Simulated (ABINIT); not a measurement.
## AlN (F-43m): refractive index against wavelength

The refractive index of AlN (F-43m) below the direct gap (4.19 eV on the mesh) is read from one computed spectrum, n = √(Re ε).

Symmetry: F-43m, No. 216, cubic system. Conventional cell: a = 4.368 Å, b = 4.368 Å, c = 4.368 Å, α = 90.00°, β = 90.00°, γ = 90.00°. Al on site a has 4 N at 1.89 Å as nearest neighbours. N on site d is surrounded by 4 Al at 1.89 Å.

Method: ABINIT 10.8.3, PBE, independent particles, k-mesh 14×14×14, Lorentzian half width 0.05 eV.

Launch of the response step: `optic optic.abi`. The run took 25 s, its band step included, on 4 threads of Intel(R) Xeon(R) Platinum 8488C (Sapphire Rapids), on a shared host.

```tsv
wavelength (nm)	photon energy E (eV)	n
1310	0.946	2.1700
1064	1.165	2.1762
850	1.459	2.1867
700	1.771	2.2011
633	1.959	2.2114
532	2.331	2.2360
450	2.755	?
```

In the single-oscillator model n² − 1 = E₀E_d/(E₀² − E²), so 1/(n² − 1) = E₀/E_d − E²/(E₀E_d) is linear in E².

Working, on the rows shown:

| x = E² (eV²) | y = 1/(n² − 1) |
| --- | --- |
| 0.895757 | 0.269622 |
| 1.35784 | 0.267677 |
| 2.12762 | 0.264434 |
| 3.13716 | 0.260089 |
| 3.83641 | 0.25705 |
| 5.43137 | 0.250019 |

Means: x̄ = 2.7977, ȳ = 0.26148. Σ(x − x̄)(y − ȳ) = -0.06165, Σ(x − x̄)² = 14.27. Slope = -0.06165 / 14.27 = -0.00432; intercept = ȳ − slope · x̄ = 0.27357. Turned back into n, the line misses the rows shown by at most 0.00031.

Fill in the last column of the withheld row.

At x = 7.5912 the line gives y = 0.24077, that is 2.2701. The run gave 2.2725, so the extrapolation is off by 0.0024, 2 % of the range in the table.

Refitted with all rows, the slope is -0.004397 and the intercept 0.27374. These give E₀ = √(intercept/−slope) = 7.89 eV and E_d = E₀/intercept = 28.8 eV; E₀ is 1.9 times the direct gap. The electronic limit at long wavelengths, without lattice vibrations, is n = √(1 + 1/intercept) = 2.157. Excitons are left out and so are local fields; PBE gaps are as a rule too small. The values come from a sum over the points of one k-mesh and carry its error, which grows as the direct gap shrinks.

[Logs are printed without paths, hosts, clocks, repeated set-up lines and the standing remarks that a program may print on its own settings, such as how far it seeks lower states.]
